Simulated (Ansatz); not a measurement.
# SrO (Fm-3m): lattice thermal conductivity, part 3 of 3

Aim: the lattice thermal conductivity of SrO against temperature, and which phonons carry it.

Measurements to reproduce:
- thermal conductivity 12 W/m/K near room temperature (given in “Combining the AFLOW GIBBS and Elastic Libraries to efficiently and robustly screen thermo-mechanical properties of solids”, 2017, arXiv:1611.05714)
- thermal conductivity 12 W/m/K near room temperature (given in “Predicting the lattice thermal conductivity of solids by solving the Boltzmann transport equation: AFLOW - AAPL an automated, accurate and efficient framework”, 2017, arXiv:1611.05481)

Ansatz 0.2.0; DFT r2SCAN, scalar-relativistic, plane waves, PAW; PAW set soft_1.

So far. Step 2 (A first coarse run): The start is under 1.6 GPa at this level and looks like an insulator or semiconductor on this mesh. Step 4 (Relaxing to small residual forces and stress): The residual pressure is 3.0e-4 GPa, small enough for phonons. The relaxed cell has a = 5.160 Å (conventional setting).

The database entry behind the starting cell differs from later determinations by our own check (about 0.5 % short), so it need not match the best structure at ambient conditions.

### 6. Anharmonic force constants and conductivity (continued)

300 K; a sample spread over frequency. Mode lifetimes, by row, the first 40 of 90 rows:

| q1 | q2 | q3 | branch | frequency (THz) | rms speed (km/s) | three-phonon rate (1/ps) | isotope rate (1/ps) | lifetime (ps) | mean free path (nm) |
| --- | --- | --- | --- | --- | --- | --- | --- | --- | --- |
| 0 | 0 | 0.0476 | 1 | 0.561 | 3.47 | 0.0159 | 2.02e-7 | 63.1 | 219 |
| 0 | 0.0476 | -0.0476 | 3 | 1.515 | 5.65 | 0.014 | 2.32e-5 | 71.3 | 403 |
| 0 | 0.0952 | 0.1905 | 1 | 1.917 | 2.67 | 0.0522 | 7.45e-5 | 19.1 | 51.1 |
| 0.0476 | 0.1429 | 0.2381 | 2 | 2.242 | 2.82 | 0.0777 | 1.68e-4 | 12.8 | 36.2 |
| 0 | 0.0476 | -0.2381 | 1 | 2.476 | 1.78 | 0.344 | 3.10e-4 | 2.9 | 5.18 |
| 0 | 0 | 0.2857 | 1 | 2.648 | 1.61 | 0.443 | 4.72e-4 | 2.25 | 3.62 |
| 0.0952 | 0.2381 | 0.3333 | 1 | 2.8 | 1.95 | 0.282 | 6.70e-4 | 3.54 | 6.9 |
| 0 | 0.0952 | -0.0952 | 3 | 2.916 | 5.03 | 0.137 | 8.14e-4 | 7.28 | 36.6 |
| 0 | 0.2857 | 0.2857 | 2 | 3.011 | 1.76 | 0.0557 | 0.00111 | 17.6 | 30.9 |
| 0 | 0.1429 | 0.1429 | 3 | 3.092 | 4.76 | 0.476 | 0.00133 | 2.09 | 9.97 |
| 0 | 0.1905 | 0.381 | 1 | 3.159 | 1.38 | 0.194 | 0.00185 | 5.12 | 7.07 |
| 0.0476 | 0.1429 | 0.1905 | 3 | 3.222 | 4.67 | 0.306 | 0.00227 | 3.25 | 15.2 |
| 0.0952 | 0.1905 | 0.381 | 2 | 3.267 | 2.51 | 0.133 | 0.00261 | 7.36 | 18.5 |
| 0.0952 | 0.2857 | 0.4286 | 1 | 3.316 | 1.63 | 0.295 | 0.00276 | 3.36 | 5.46 |
| 0 | 0.2381 | -0.3333 | 1 | 3.374 | 0.88 | 0.448 | 0.00297 | 2.22 | 1.94 |
| 0 | 0.3333 | 0.381 | 1 | 3.428 | 1.19 | 0.0762 | 0.00287 | 12.6 | 15.1 |
| 0.1429 | 0.3333 | 0.4762 | 1 | 3.495 | 1.63 | 0.345 | 0.00317 | 2.87 | 4.67 |
| 0.0476 | 0.3333 | -0.2857 | 1 | 3.531 | 0.99 | 0.454 | 0.00326 | 2.19 | 2.18 |
| 0.0952 | 0.2381 | 0.4286 | 2 | 3.602 | 2.27 | 0.185 | 0.00336 | 5.31 | 12.1 |
| 0 | 0.1905 | -0.2381 | 2 | 3.639 | 2.66 | 0.121 | 0.00341 | 8.04 | 21.3 |
| 0.0952 | 0.381 | 0.4762 | 1 | 3.686 | 1.35 | 0.23 | 0.00361 | 4.29 | 5.8 |
| 0 | 0.3333 | 0.4286 | 2 | 3.754 | 1.91 | 0.132 | 0.00399 | 7.37 | 14.1 |
| 0.0476 | 0.4286 | -0.381 | 1 | 3.801 | 0.87 | 0.29 | 0.00362 | 3.4 | 2.97 |
| 0.0952 | 0.381 | -0.381 | 1 | 3.866 | 1.39 | 0.397 | 0.00302 | 2.5 | 3.47 |
| 0.0952 | 0.4286 | -0.4286 | 1 | 3.944 | 1.53 | 0.29 | 0.00279 | 3.42 | 5.21 |
| 0 | 0.4286 | -0.4762 | 2 | 4.022 | 1.92 | 0.155 | 0.00252 | 6.36 | 12.2 |
| 0.0952 | 0.2381 | -0.3333 | 2 | 4.126 | 2.19 | 0.503 | 0.00244 | 1.98 | 4.33 |
| 0.0952 | 0.4286 | -0.4286 | 2 | 4.245 | 2.16 | 0.287 | 0.00226 | 3.46 | 7.47 |
| 0.1429 | 0.4762 | -0.381 | 2 | 4.329 | 1.65 | 0.303 | 0.00214 | 3.28 | 5.43 |
| 0.0476 | 0.2857 | -0.4286 | 2 | 4.459 | 2.13 | 0.756 | 0.00215 | 1.32 | 2.81 |
| 0.1429 | 0.381 | -0.381 | 2 | 4.628 | 1.62 | 0.664 | 0.00218 | 1.5 | 2.43 |
| 0 | 0.2857 | -0.3333 | 2 | 4.772 | 2.02 | 0.796 | 0.00213 | 1.25 | 2.54 |
| 0.0952 | 0.4286 | -0.3333 | 2 | 4.924 | 2.35 | 0.629 | 0.00199 | 1.58 | 3.73 |
| 0.1429 | 0.4286 | -0.2857 | 2 | 5.117 | 1.35 | 0.76 | 0.00115 | 1.31 | 1.78 |
| 0 | 0.0952 | 0.3333 | 3 | 5.327 | 3.75 | 0.381 | 0.00251 | 2.61 | 9.77 |
| 0.1905 | 0.4286 | -0.381 | 3 | 5.443 | 0.96 | 0.521 | 0.00461 | 1.9 | 1.82 |
| 0.1429 | 0.3333 | 0.4762 | 3 | 5.508 | 0.86 | 0.666 | 0.00611 | 1.49 | 1.28 |
| 0.0952 | 0.2857 | -0.1905 | 3 | 5.553 | 1.24 | 0.545 | 0.01 | 1.8 | 2.24 |
| 0.0952 | 0.2857 | 0.4762 | 3 | 5.599 | 1.33 | 0.548 | 0.00968 | 1.79 | 2.39 |
| 0.0952 | 0.3333 | -0.2857 | 3 | 5.655 | 1.38 | 0.521 | 0.00708 | 1.89 | 2.61 |

Without the LO-TO term. Gamma linewidths, by row:

| branch | frequency (cm⁻¹) | three-phonon rate (1/ps) | isotope rate (1/ps) | FWHM (cm⁻¹) |
| --- | --- | --- | --- | --- |
| 4 | 213.9 | 0.676 | 2.81e-4 | 3.59 |
| 5 | 213.9 | 0.676 | 2.81e-4 | 3.59 |
| 6 | 213.9 | 0.676 | 2.81e-4 | 3.59 |

W/m/K, third of the trace; RTA populations with a boundary rate v/L added to each mode (Matthiessen's rule). Kappa by grain size, by row:

| T (K) | bulk | 10 nm | 30 nm | 100 nm | 300 nm | 1000 nm | 10000 nm | 100000 nm |
| --- | --- | --- | --- | --- | --- | --- | --- | --- |
| 100 | 61.84 | 4.371 | 8.897 | 16.15 | 24.25 | 33.86 | 51 | 59.98 |
| 300 | 14.98 | 3.437 | 5.191 | 7.269 | 9.183 | 11.2 | 14.08 | 14.87 |
| 600 | 7.251 | 2.289 | 3.183 | 4.184 | 5.076 | 5.982 | 7.023 | 7.226 |

W/m/K, third of the trace; RTA populations with the isotope rates scaled. Kappa by mass disorder, by row:

| T (K) | no isotopes | as typed | variance x 3 | variance x 10 | variance x 30 |
| --- | --- | --- | --- | --- | --- |
| 100 | 63.13 | 61.84 | 59.68 | 54.48 | 46.24 |
| 300 | 15.05 | 14.98 | 14.85 | 14.45 | 13.57 |
| 600 | 7.266 | 7.251 | 7.221 | 7.122 | 6.878 |

At 300 K the relaxation-time value is 15.1 W/(m K).

### 7. Summary of results

| Quantity | Value |
| --- | --- |
| highest frequency | 470.4 cm⁻¹ |
| Debye temperature from the second moment | 454 K |
| κ at 300 K (relaxation time) | 15.08 W/m/K |
| κ at 300 K (full solution) | 15.3 W/m/K |
| mean free path at half of κ | 113 nm |
| share of κ above the three lowest branches | 0.048 |

**Reading.** The lattice of SrO conducts 15.3 W/(m K) at 300 K by r2SCAN (mean over directions, full solution). The full solution lies +1 % from the relaxation-time value at 300 K, so the relaxation-time approximation serves here. Above 300 K the relaxation-time κ falls as T^-1.01, near the 1/T law of three-phonon scattering. Grains of 100 nm would keep 49 % of the bulk value at 300 K, and grains of 1 µm 75 %. Removing the natural isotope disorder raises κ at 300 K by 0 %. A measured thermal conductivity near room temperature is 12 W/m/K (arXiv:1611.05714); the calculated 15.3 W/m/K differs by +28 %. Four-phonon, defect and boundary scattering, which are left out, would lower the calculated value; thermal expansion is left out too. The sum rules changed one orbit of cubic constants by up to 23 %; by the manual a large change points to a short cutoff or, on a small and distant orbit, to noisy forces. The conductivities include the coherence part between close branches; the shares for grains, isotopes, branches and paths are of the relaxation-time populations alone. Cubic couplings among atoms farther apart than the pair cutoff are dropped, and neither the cutoff nor the q-mesh was shown to be converged here. The PAW files were made for PBE and are used here under another functional, for which the program regenerates the frozen cores.

[Hosts, paths, dates, database ids (printed as entryN), source tags and the programs' standing remarks are cut or masked in the printed files.]

[A step with changed settings may run another functional than the one named; its input shows which.]
